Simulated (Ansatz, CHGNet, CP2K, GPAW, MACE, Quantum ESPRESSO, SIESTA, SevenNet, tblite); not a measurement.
**Ge(100) slab, H on both faces (90 atoms): forces by two methods**

Diamond-structure Ge (a = 5.658 Å), (100) slab of 6 atomic planes, 3 x 3 surface cells, H on the broken bonds of both faces, 12 Å of vacuum; displaced by a Gaussian of 0.02 Å. Then every atom was moved at random, 0.03 Å r.m.s. a Cartesian component (hydrogen 0.6 of that).

Two calculations on one geometry. First: machine-learned interatomic potential MACE MP-0b3 medium, trained on PBE(+U) plane-wave data (MACE MP-0b3 medium). Second: Kohn-Sham DFT, PBE, PAW, plane waves (Ansatz 0.2.0; cutoff 420 eV, Γ point, fermi-dirac smearing of 0.05 eV; PAW set soft_2).

Cell vectors (Å):

```
12.002 0.000 0.000
0.000 12.002 0.000
0.000 0.000 20.839
```

Atom, position (Å) and force of the first calculation (eV/Å):

```
1 Ge 1.999 2.071 6.889 -0.025 -1.294 0.179
2 Ge 0.049 2.032 8.295 -0.736 -0.339 0.096
3 Ge 12.002 4.012 9.740 -0.002 -0.126 -0.319
4 Ge 2.094 0.015 11.138 -0.384 -0.094 -0.065
5 Ge 2.015 2.003 12.490 0.529 0.208 0.703
6 Ge 0.065 2.037 13.970 -0.173 -0.861 0.508
7 Ge 2.037 5.984 6.872 -0.250 -0.179 1.450
8 Ge 11.978 5.969 8.322 0.394 0.411 -0.304
9 Ge 0.050 8.011 9.750 -0.376 -0.182 -0.449
10 Ge 1.963 4.054 11.145 0.574 -0.400 -0.298
11 Ge 2.018 5.997 12.525 0.443 0.336 0.169
12 Ge 0.080 6.007 13.923 -0.543 0.523 0.007
13 Ge 1.994 9.968 6.889 0.690 0.309 -0.580
14 Ge 0.046 9.974 8.256 -0.360 0.049 0.483
15 Ge 0.086 11.965 9.736 -0.380 0.208 -0.268
16 Ge 2.046 7.966 11.073 0.288 0.435 0.438
17 Ge 2.044 10.041 12.517 0.061 -0.544 0.305
18 Ge 0.026 10.009 13.960 0.000 0.130 -0.272
19 Ge 6.004 2.058 6.892 -0.574 -1.637 0.941
20 Ge 3.932 2.035 8.323 0.702 -0.207 -0.313
21 Ge 4.039 4.013 9.699 -0.750 0.142 0.126
22 Ge 6.022 0.026 11.109 -0.054 -0.270 0.122
23 Ge 6.016 1.985 12.524 0.717 0.145 0.187
24 Ge 4.116 1.968 13.935 -1.063 -0.361 0.281
25 Ge 5.986 6.014 6.894 0.207 0.312 -0.360
26 Ge 4.054 5.998 8.287 -0.483 -0.193 -0.151
27 Ge 4.031 7.994 9.605 0.232 -0.307 0.934
28 Ge 5.957 3.981 11.107 0.297 -0.001 0.488
29 Ge 6.074 5.979 12.518 -0.581 -0.162 0.370
30 Ge 4.016 5.971 13.974 0.340 0.405 -0.723
31 Ge 5.995 10.044 6.857 0.171 -1.001 0.226
32 Ge 4.064 9.947 8.306 -0.561 0.833 -0.486
33 Ge 4.014 0.006 9.706 0.269 -0.170 -0.338
34 Ge 6.017 7.984 11.158 -0.018 0.200 -0.396
35 Ge 6.060 10.014 12.539 -0.506 0.060 -0.040
36 Ge 4.043 10.053 13.987 0.048 -0.257 -0.890
37 Ge 9.960 1.990 6.865 0.623 0.377 -0.009
38 Ge 7.991 2.030 8.257 0.073 -0.155 0.744
39 Ge 7.965 4.012 9.780 0.396 0.060 -0.641
40 Ge 10.010 11.964 11.170 0.390 0.454 -0.575
41 Ge 10.079 1.991 12.512 -0.416 0.071 0.681
42 Ge 8.032 1.991 14.019 0.223 0.280 -0.814
43 Ge 10.003 6.017 6.870 -0.251 -0.718 0.251
44 Ge 7.952 6.048 8.294 0.534 -0.320 0.163
45 Ge 8.066 8.030 9.730 -0.640 -0.021 -0.249
46 Ge 10.045 4.013 11.139 -0.432 -0.130 0.036
47 Ge 10.017 5.987 12.565 0.547 0.178 -0.199
48 Ge 8.064 5.985 13.921 -0.305 -0.059 0.751
49 Ge 10.023 9.918 6.879 -0.109 2.748 0.680
50 Ge 7.979 10.011 8.275 0.319 -0.011 0.035
51 Ge 8.024 11.982 9.745 0.069 0.371 -0.579
52 Ge 10.003 7.991 11.123 0.439 0.206 0.443
53 Ge 10.009 10.048 12.545 0.391 -0.759 0.146
54 Ge 8.038 9.979 13.906 -0.070 0.541 0.709
55 H 1.978 0.767 6.036 0.022 0.359 0.089
56 H 1.995 3.268 6.049 0.006 0.765 -0.781
57 H 0.006 0.694 14.899 0.070 1.045 -0.513
58 H 0.010 3.303 14.851 0.026 -0.249 0.018
59 H 2.048 7.216 6.080 -0.008 0.752 -0.735
60 H 2.011 4.737 6.086 -0.004 -0.527 -0.635
61 H 0.060 4.797 14.802 0.029 -0.405 0.388
62 H 0.019 7.223 14.859 0.047 -0.059 0.003
63 H 2.005 11.255 5.968 -0.008 -0.545 0.264
64 H 2.014 8.708 5.991 -0.020 0.303 0.018
65 H 0.016 8.752 14.819 0.010 -0.040 0.150
66 H 0.010 11.244 14.868 0.016 -0.119 0.083
67 H 6.031 0.790 6.013 -0.017 0.176 0.043
68 H 6.036 3.203 6.033 0.028 1.416 -1.134
69 H 4.055 0.737 14.906 0.060 0.489 -0.252
70 H 4.019 3.215 14.808 0.061 0.064 0.114
71 H 6.010 4.754 6.057 0.023 -0.154 -0.251
72 H 6.020 7.259 5.983 -0.027 -0.220 0.007
73 H 4.015 4.748 14.834 -0.034 -0.355 0.419
74 H 4.092 7.241 14.810 -0.036 0.065 0.162
75 H 6.059 8.733 6.023 -0.021 0.413 0.034
76 H 6.041 11.260 6.016 -0.014 0.582 -0.578
77 H 4.114 8.821 14.840 -0.021 -0.379 0.333
78 H 4.029 11.273 14.840 -0.022 0.390 0.463
79 H 9.981 0.724 5.998 -0.021 0.143 -0.103
80 H 9.998 3.279 5.981 -0.031 -0.485 0.082
81 H 8.071 0.758 14.891 -0.019 -0.149 0.264
82 H 8.064 3.259 14.875 -0.030 -0.125 0.098
83 H 9.990 7.235 5.998 0.027 0.339 -0.388
84 H 10.028 4.734 5.983 -0.015 0.426 0.137
85 H 8.080 4.753 14.872 -0.012 0.331 -0.128
86 H 7.996 7.257 14.809 0.019 -0.271 -0.075
87 H 10.072 11.287 5.974 -0.030 -1.100 0.554
88 H 10.044 8.786 6.023 0.009 -1.627 -1.381
89 H 8.011 11.262 14.816 0.008 -0.505 -0.214
90 H 8.023 8.753 14.820 0.004 0.025 0.107
```

Q: Give the forces of the second method.

Atom and force (eV/Å):

```
1 -0.111 -1.517 0.566
2 -0.860 -0.469 0.161
3 -0.037 -0.158 -0.373
4 -0.564 -0.112 -0.162
5 0.662 0.304 0.805
6 -0.253 -1.055 0.290
7 -0.324 -0.199 1.965
8 0.484 0.575 -0.305
9 -0.522 -0.279 -0.498
10 0.729 -0.550 -0.422
11 0.550 0.420 0.295
12 -0.685 0.629 -0.315
13 0.764 0.362 -0.354
14 -0.495 0.064 0.548
15 -0.480 0.263 -0.292
16 0.320 0.560 0.394
17 0.085 -0.677 0.409
18 -0.007 0.087 -0.619
19 -0.560 -1.867 1.399
20 0.863 -0.243 -0.421
21 -0.991 0.176 0.224
22 -0.012 -0.402 0.056
23 0.841 0.157 0.266
24 -1.244 -0.302 0.052
25 0.316 0.281 -0.009
26 -0.603 -0.220 -0.270
27 0.274 -0.466 1.276
28 0.471 0.040 0.532
29 -0.699 -0.223 0.432
30 0.406 0.512 -1.081
31 0.285 -1.167 0.587
32 -0.703 1.081 -0.644
33 0.381 -0.188 -0.275
34 0.071 0.276 -0.573
35 -0.634 0.057 -0.003
36 0.077 -0.391 -1.303
37 0.693 0.480 0.283
38 0.072 -0.179 0.853
39 0.531 0.073 -0.765
40 0.519 0.641 -0.766
41 -0.483 0.083 0.740
42 0.290 0.339 -1.196
43 -0.312 -0.837 0.639
44 0.638 -0.387 0.219
45 -0.885 -0.033 -0.273
46 -0.620 -0.159 0.007
47 0.700 0.216 -0.190
48 -0.380 -0.039 0.536
49 -0.104 3.177 1.052
50 0.415 -0.024 0.086
51 0.078 0.486 -0.661
52 0.658 0.283 0.423
53 0.437 -1.008 0.253
54 -0.089 0.707 0.461
55 0.049 0.493 0.065
56 0.039 0.718 -0.892
57 0.096 1.247 -0.543
58 0.058 -0.395 0.008
59 -0.003 0.726 -0.851
60 0.039 -0.458 -0.773
61 0.045 -0.358 0.421
62 0.069 -0.168 0.022
63 0.020 -0.689 0.274
64 -0.008 0.434 -0.033
65 0.015 0.058 0.155
66 0.026 -0.118 0.125
67 -0.053 0.318 -0.031
68 -0.001 1.404 -1.268
69 0.052 0.640 -0.279
70 0.097 -0.053 0.141
71 0.013 0.028 -0.299
72 -0.073 -0.322 -0.059
73 -0.036 -0.290 0.481
74 -0.098 -0.051 0.213
75 -0.053 0.547 -0.020
76 -0.051 0.532 -0.627
77 -0.059 -0.319 0.427
78 -0.014 0.354 0.537
79 -0.012 0.143 -0.130
80 -0.023 -0.570 0.054
81 -0.052 -0.134 0.316
82 -0.065 -0.174 0.135
83 0.053 0.207 -0.444
84 -0.017 0.530 0.085
85 -0.035 0.448 -0.139
86 0.036 -0.438 -0.093
87 -0.029 -1.305 0.545
88 0.012 -1.624 -1.461
89 -0.006 -0.677 -0.208
90 0.017 0.137 0.106
```

The two sets differ by 133 meV/Å r.m.s., 23 % of the r.m.s. force of the Ansatz run. Machine-learned potentials mimic data converged in k, so the reference's own k-point error enters their differences. The electronic-structure runs sample only Γ, in a cell whose shortest periodic width is 12 Å.

[Logs are printed without paths, hosts, clocks, repeated set-up lines and the standing remarks that a program may print on its own settings, such as how far it seeks lower states.]

[Hosts, paths, dates, database ids (printed as entryN), source tags and the programs' standing remarks are cut or masked in the printed files.]
